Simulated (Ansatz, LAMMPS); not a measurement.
**A faulty run on amorphous carbon (174 atoms)**

Program: Ansatz 0.2.0. The cell: 174 C.

input.yaml

```yaml
crystal:
  lattice:
    - [11.5149, 0.0, 0.0]
    - [0.0, 11.5149, 0.0]
    - [0.0, 0.0, 11.5149]
  atoms:
    - { symbol: C, position: [0.03825, 0.2873, 0.35423] }
    - { symbol: C, position: [0.77228, 0.37355, 0.91708] }
    - { symbol: C, position: [0.18568, 0.97154, 0.70795] }
    - { symbol: C, position: [0.51714, 0.11799, 0.1588] }
    - { symbol: C, position: [0.23988, 0.2574, 0.46292] }
    - { symbol: C, position: [0.31313, 0.74076, 0.5331] }
    - { symbol: C, position: [0.70695, 0.29265, 0.38454] }
    - { symbol: C, position: [0.862, 0.30088, 0.73865] }
    - { symbol: C, position: [0.5802, 0.52504, 0.48449] }
    - { symbol: C, position: [0.24346, 0.38803, 0.01488] }
    - { symbol: C, position: [0.71734, 0.83466, 0.14802] }
    - { symbol: C, position: [0.13667, 0.93402, 0.96761] }
    - { symbol: C, position: [0.1287, 0.18466, 0.18738] }
    - { symbol: C, position: [0.05286, 0.64746, 0.21573] }
    - { symbol: C, position: [0.95299, 0.44817, 0.09704] }
    - { symbol: C, position: [0.4499, 0.51894, 0.72518] }
    - { symbol: C, position: [0.49197, 0.24038, 0.62866] }
    - { symbol: C, position: [0.9161, 0.85733, 0.783] }
    [... 150 atom lines left out ...]
    - { symbol: C, position: [0.97209, 0.66405, 0.83774] }
    - { symbol: C, position: [0.83525, 0.57311, 0.26825] }
    - { symbol: C, position: [0.88137, 0.13975, 0.99742] }
    - { symbol: C, position: [0.17613, 0.0782, 0.36865] }
    - { symbol: C, position: [0.81414, 0.89521, 0.84867] }
    - { symbol: C, position: [0.19888, 0.73934, 0.60118] }
kpoints:
  mp_grid: { grid: [1, 1, 1] }
hamiltonian:
  xc: pbe
scf:
  occupations: { method: gaussian, width: 0.05 }
  eigensolver: { kind: { support_functions: { accuracy: medium, radius: 2.8 } } }
  max_iter: 150
output:
  forces: true
  eigenvalues: true
```

On the command line:

```console
$ ansatz run input.yaml --threads 4 --pin off --max-ram 8192MiB --backend cpu --events-out ev --progress --plain --runs-dir out
```

What it wrote:

```text
Warning: scf.eigensolver.kind.support_functions: disabling space-group detection — the functions' gradient is summed over unrotated k-points, so no spatial operation reduces the k-mesh or symmetrises the density; time reversal is kept, so that k and −k are solved as one point where they differ and the mesh holds both, and exact exchange and, on two spinor components, a DFT+U term hold to it where the run has them: [...]
settings of this run that can trade accuracy for cost: scf.eigensolver.kind.support_functions [...]
Engine: ansatz 0.2.0, aarch64-unknown-linux-gnu
Pseudopotentials: kind: paw
Pseudopotential: C, paw, valence charge 4, recommended cutoff 420 eV (normal), C.paw.azcp
[... 5 lines on functional and potentials left out ...]
Error: SCF: the radius of support functions is under 3.13 Å, the least for these sites at the functions' level (scf.eigensolver.kind.support_functions.accuracy). Use scf.eigensolver.kind: auto, or type scf.eigensolver.kind.support_functions.radius at least as long, [...]
```

Run time: 0.6 s. Hardware: 4 threads of Arm Neoverse V2, shared host; peak memory 0.2 GiB; 1.8 s of CPU time.

Q: Name the fault and the fix.

A radius under the least that the level allows: support_functions.radius = 2.8.

The fix is to use a longer radius.

The run ended with an error.

[Logs are printed without paths, hosts, clocks, repeated set-up lines and the standing remarks that a program may print on its own settings, such as how far it seeks lower states.]

[Hosts, paths, dates, database ids (printed as entryN), source tags and the programs' standing remarks are cut or masked in the printed files.]
